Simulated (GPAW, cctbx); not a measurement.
## Bonding in SrTi2Pd2 as X-rays see it

Aim: compute the bonding part of the density of SrTi2Pd2, find which reflections carry it, and see how it biases an ordinary refinement.

The start was made by putting kin elements into a known structure type; the compound need not exist, or be stable, in this form. All numbers below are calculated.

### 1. Relax the structure

The density hangs on the geometry, so cell and atoms are relaxed first, with the symmetry held. The cutoff is set higher than for the density because stress converges slowly with plane waves.

Settings: GPAW 26.7.0, PBE, 570 eV, 5×5×5 k-points, Fermi–Dirac width 0.1 eV, BFGS to 0.03 eV/Å.

```text
cell
1.0
     4.362000000    0.000000000    0.000000000
     0.000000000    4.362000000    0.000000000
    -2.181000000   -2.181000000    5.066000000
Pd Sr Ti
2 1 2
Direct
0.750000000 0.250000000 0.500000000
0.250000000 0.750000000 0.500000000
0.000000000 0.000000000 0.000000000
0.632100000 0.632100000 0.264200000
0.367900000 0.367900000 0.735800000
```

```console
$ OMP_NUM_THREADS=1 mpirun -n 4 gpaw python run.py > gpaw.log
```

```text
BFGS:    0      -22.729175        1.977587
BFGS:    1      -22.856129        1.738734
BFGS:    2      -23.274600        0.644824
BFGS:    3      -23.365597        0.745777
...
BFGS:   12      -23.498473        0.180641
BFGS:   13      -23.504627        0.063599
BFGS:   14      -23.506542        0.010107
cell  4.7442 4.7442 5.9829  113.36 113.36 90.00
volume 111.502 A^3, largest force 0.003 eV/A, largest stress 0.07 GPa
```

The cell moved far, while the k-mesh and basis were chosen for the start, so the final shape may be somewhat biased.

After 14 steps the volume has changed by +15.7 % and the energy by -0.777 eV; the largest stress left is 0.07 GPa. It took 6 min on 4 cores of Arm Neoverse V2 (shared host), peak memory 1.3 GiB.

Relaxed structure: I4/mmm (no. 139), a = 4.7442 Å, b = 4.7442 Å, c = 9.9078 Å, α = 90.00°, β = 90.00°, γ = 90.00°.

| atom | mult. | x | y | z |
| --- | --- | --- | --- | --- |
| Pd1 | 4 | 1/2 | 0 | 1/4 |
| Sr1 | 2 | 0 | 0 | 0 |
| Ti1 | 4 | 1/2 | 1/2 | 0.1447 |

### 2. The all-electron density

X-rays see the whole electron density, so the PAW density is rebuilt with its core regions. Subtracting spherical free atoms from the same code cancels the cores and leaves the deformation density Δρ, the part due to bonding.

Settings: PBE, 450 eV, 6×6×6 k-points, Fermi–Dirac width 0.1 eV; primitive cell of 5 atoms.

```console
$ OMP_NUM_THREADS=1 mpirun -n 4 gpaw python run.py > gpaw.log
```

```text
|iter:   1|       0s |  -33.528403 | +0.29 |       |
|iter:   2|       2s |  -25.915204 | -0.40 | -0.73 |
|iter:   3|       4s |  -24.208852 | -0.99 | -1.09 |
...
|iter:  13|      22s |  -23.318760c| -6.75 | -5.11c|
|iter:  14|      23s |  -23.318760c| -7.25 | -5.32c|
|iter:  15|      25s |  -23.318760c| -7.57c| -6.15c|
```

```text
gpts.py:43: UserWarning: Initial realspace grid (24,24,30) inconsistent with symmetries.
gpts.py:43: UserWarning: Initial realspace grid (24,24,30) inconsistent with symmetries.
gpts.py:43: UserWarning: Initial realspace grid (24,24,30) inconsistent with symmetries.
gpts.py:43: UserWarning: Initial realspace grid (24,24,30) inconsistent with symmetries.
gpts.py:70: UserWarning: Using symmetrized grid: (30,30,30).
gpts.py:70: UserWarning: Using symmetrized grid: (30,30,30).
gpts.py:70: UserWarning: Using symmetrized grid: (30,30,30).
gpts.py:70: UserWarning: Using symmetrized grid: (30,30,30).
grid (60, 60, 60)  electrons 174.000  moved by bonding 1.490 e
deformation density beyond 0.5 A of the nuclei: max 0.323, min -0.297 e/A^3
atom        x       y       z   Voronoi charge  moment
Pd1    0.7500  0.2500  0.5000      0.084       0.00
Pd2    0.2500  0.7500  0.5000      0.084       0.00
Sr3    0.0000  0.0000  0.0000      0.088       0.00
Ti4    0.6447  0.6447  0.2895     -0.128       0.00
Ti5    0.3553  0.3553  0.7105     -0.128       0.00
mean inner potential of superposed free atoms 19.257 V
total magnetic moment 0.000 muB
```

Deformation density in a plane through the shortest contact of the Pd atom at the origin, in 0.01 e/Å³ (clipped at ±99); x from -1.6 to 4.2 Å, y from 2.4 down to -2.4 Å:

```text
 -1  -2   .   .   .  -1   6   5 -15   .   . -12 -11   1   1   0
  0  -4  -9  -2  -7  -1   4   4  -8 -21 -27 -14  -3   2   1   0
  1  -1   0   4   4   3   4   4   2  -1   1   4   4   3   2   1
  1   2   5   7   7   5   4   5   5   5   7   6   3   1   1   1
  2   3   2  -3  -7  -8  -1   4   4   1   1   1  -3  -2   0   1
  1   1  -8 -21   . -21 -10   5   4  -4 -16   .  -9  -3   0   1
  1   0 -12   .   .   . -13   6   6   0   .   .   .  -2  -1   1
  2   2  -8 -22   . -17  -9   6   4  -3 -12   .  -6  -4  -2   0
  3   4   2  -7 -13 -11  -2   4   2  -2  -5  -1  -4  -4  -2  -1
  4   5   4   3   1   1   2   2   2   0  -1  -1  -1  -1  -1  -1
  0   4   4   3   2   1   1   1   1   1   1   1   1   0  -1  -1
-12   0   3   2   0   0   0   0   0   1   1   1   1   0  -1  -1
-19  -6   2   1  -1  -1  -1  -1   0   0   1   1   1   0  -1  -1
```

Atoms in or within 0.15 Å of the plane: Pd (0.0, 0.0), Ti (2.6, 0.0) Å. Dots mark points within about 0.45 Å of a nucleus; large values next to them are atomic features.

Ti gains most (-0.13 e) and Sr loses most (+0.09 e), which isn't the order of electronegativity: valence and coordination count too, and Voronoi cells cut space at the midplane whatever the atoms' sizes. Along the shortest contact from the Pd atom at the map's origin, Pd–Ti at 2.59 Å, Δρ is +0.08 e/Å³ at the midpoint: little piles up between the atoms, as is usual in a metallic crystal, which this run finds. At the midpoints of other shortest contacts it is +0.11 (Ti–Ti, 2.87 Å) and +0.05 (Pd–Pd, 3.35 Å) e/Å³. Point values carry grid noise of about 0.01 e/Å³. The run needed 15 iterations, 33 s.

### 3. Structure factors

The Fourier components of Δρ, added to those of the free atoms, give the static X-ray structure factors; the Mott–Bethe relation turns them into the Fourier components V of the potential that fast electrons feel.

```text
static structure factors of the conventional cell: F in electrons, V (Mott-Bethe) in volts
   h  k  l      d  |F| table  |F| free   |F| DFT   change   |V| free  |V| DFT  change %
   0  0  2  4.9539   122.766   122.243   121.753   -0.490     3.709    3.956      6.7
   1  0  1  4.2789    21.141    21.218    21.060   -0.159     0.274    0.334     21.8
   1  1  0  3.3547    26.585    26.206    25.093   -1.113     1.436    1.178    -17.9
   1  1  2  2.7777   199.399   199.133   198.108   -1.025     6.228    6.390      2.6
   1  0  3  2.7105   121.869   121.667   121.433   -0.234     5.273    5.308      0.7
   0  0  4  2.4769   152.210   152.149   151.675   -0.474     3.840    3.900      1.6
   2  0  0  2.3721   268.384   267.944   266.837   -1.107     9.259    9.387      1.4
   2  0  2  2.1395    98.553    98.416    96.911   -1.506     2.933    3.075      4.8
   2  1  1  2.0746    20.073    20.156    20.192    0.036     0.158    0.155     -2.0
   1  1  4  1.9926   132.376   132.175   130.757   -1.419     4.344    4.460      2.7
   1  0  5  1.8285    62.999    62.977    62.526   -0.451     1.892    1.923      1.6
   2  1  3  1.7851   103.587   103.494   103.124   -0.370     3.477    3.501      0.7
   2  0  4  1.7132   133.019   133.087   132.715   -0.372     2.987    3.009      0.8
   2  2  0  1.6773   231.410   231.353   230.825   -0.528     6.745    6.776      0.5
```

The largest X-ray change is -1.51 e on 202, 1.5 % of |F|. For electrons V goes as (Z − F)/g², so a change of F counts against Z − F, which is small at low angle and wherever the atoms' terms cancel: |V| of 101 moves by +21.8 % (0.27 to 0.33 V) against -0.7 % in |F|. The last three rows still change by up to 0.53 e; the table stops while the angles are still low. The tabulated Hartree–Fock atoms differ from the free DFT atoms by up to 0.52 e, so the choice of reference atom matters too.

### 4. How cheap can the run be?

Cutoff and k-mesh: one is changed at a time, to find what the result needs.

```csv
run,ΔF 202 (e),ΔF 114 (e),ΔF 110 (e),q(Ti) (e),moved (e),time
450 eV 6×6×6,-1.506,-1.419,-1.113,-0.128,1.490,33 s
250 eV 6×6×6,-1.544,-1.464,-1.123,-0.131,1.567,17 s
350 eV 6×6×6,-1.516,-1.436,-1.113,-0.136,1.496,28 s
750 eV 6×6×6,-1.504,-1.420,-1.113,-0.131,1.495,73 s
450 eV 2×2×2,-1.544,-1.396,-1.139,-0.125,1.539,11 s
450 eV 3×3×3,-1.506,-1.430,-1.141,-0.131,1.496,13 s
```

Within 0.03 e of the base on all three: 450 eV 3×3×3, 350 eV 6×6×6 and 750 eV 6×6×6. The largest error, 0.045 e, comes with 250 eV 6×6×6. Times are from shared hosts.

### 5. Refining ordinary atoms against data with bonding

Routine crystallography fits spherical atoms. To see the bias, intensities are simulated from tabulated atoms plus the DFT change ΔF, so that bonding alone can misfit (3690 reflections of the full sphere, merged to the counts below, to 0.5 Å, 1.5 % proportional noise plus counting noise, assumed isotropic U as listed, Δρ smeared by the mean U) and refined with cctbx over different ranges.

| range | data | R1 | GooF | U Pd1 (true 0.0063) | U Sr1 (true 0.0068) | U Ti1 (true 0.0082) | largest shift (Å) | Δρ max, min (e/Å³) |
| --- | --- | --- | --- | --- | --- | --- | --- | --- |
| all data | 307 | 0.0045 | 1.08 | 0.0063 | 0.0068 | 0.0082 | 0.0001 | 0.22, -0.46 |
| low resolution, d > 0.84 | 77 | 0.0040 | 1.19 | 0.0059 | 0.0065 | 0.0080 | 0.0001 | 0.12, -0.26 |
| high order, d < 0.75 | 203 | 0.0044 | 0.97 | 0.0064 | 0.0068 | 0.0083 | 0.0001 | 0.24, -0.34 |
| occupancies free, d > 0.7 | 125 | 0.0041 | 1.15 | 0.0061 | 0.0067 | 0.0081 | 0.0001 | 0.18, -0.37 |

With all data GooF is 1.08, so at this noise the bonding hardly shows; the top residual peak, near noise level, lies 0.39 Å from Ti and 2.46 Å from Pd. U of Pd1 is off by -6 % at low resolution and by +2 % from high-order data, where mostly the cores scatter (GooF 0.97). With Pd1 held at 1 and the scale free, the other occupancies refine to Sr1 1.002(0.001) and Ti1 1.001(0.002), within three s.u. of full.

### 6. Answer

Bonding moves 1.49 e in the primitive cell of SrTi2Pd2 and changes the structure factors of the conventional cell in the table above by at most 1.51 e (202, 1.5 %), and among reflections above 2 % of the strongest by up to 4.2 % (110). The shortest bond, Pd–Ti, has Δρ = +0.08 e/Å³ at its midpoint, with no localised bond charge. Within 0.03 e of the base on all three: 450 eV 3×3×3, 350 eV 6×6×6 and 750 eV 6×6×6. The largest error, 0.045 e, comes with 250 eV 6×6×6. With all data GooF is 1.08, so at this noise the bonding hardly shows. Limits: static density, frozen cores, no spin–orbit coupling.

[Outputs are excerpts: Python notices, other lines and further rows are left out; steps that failed or that the build refused (PBEsol, TPSS) are not shown.]

[Logs are printed without paths, hosts, clocks, repeated set-up lines and the standing remarks that a program may print on its own settings, such as how far it seeks lower states.]
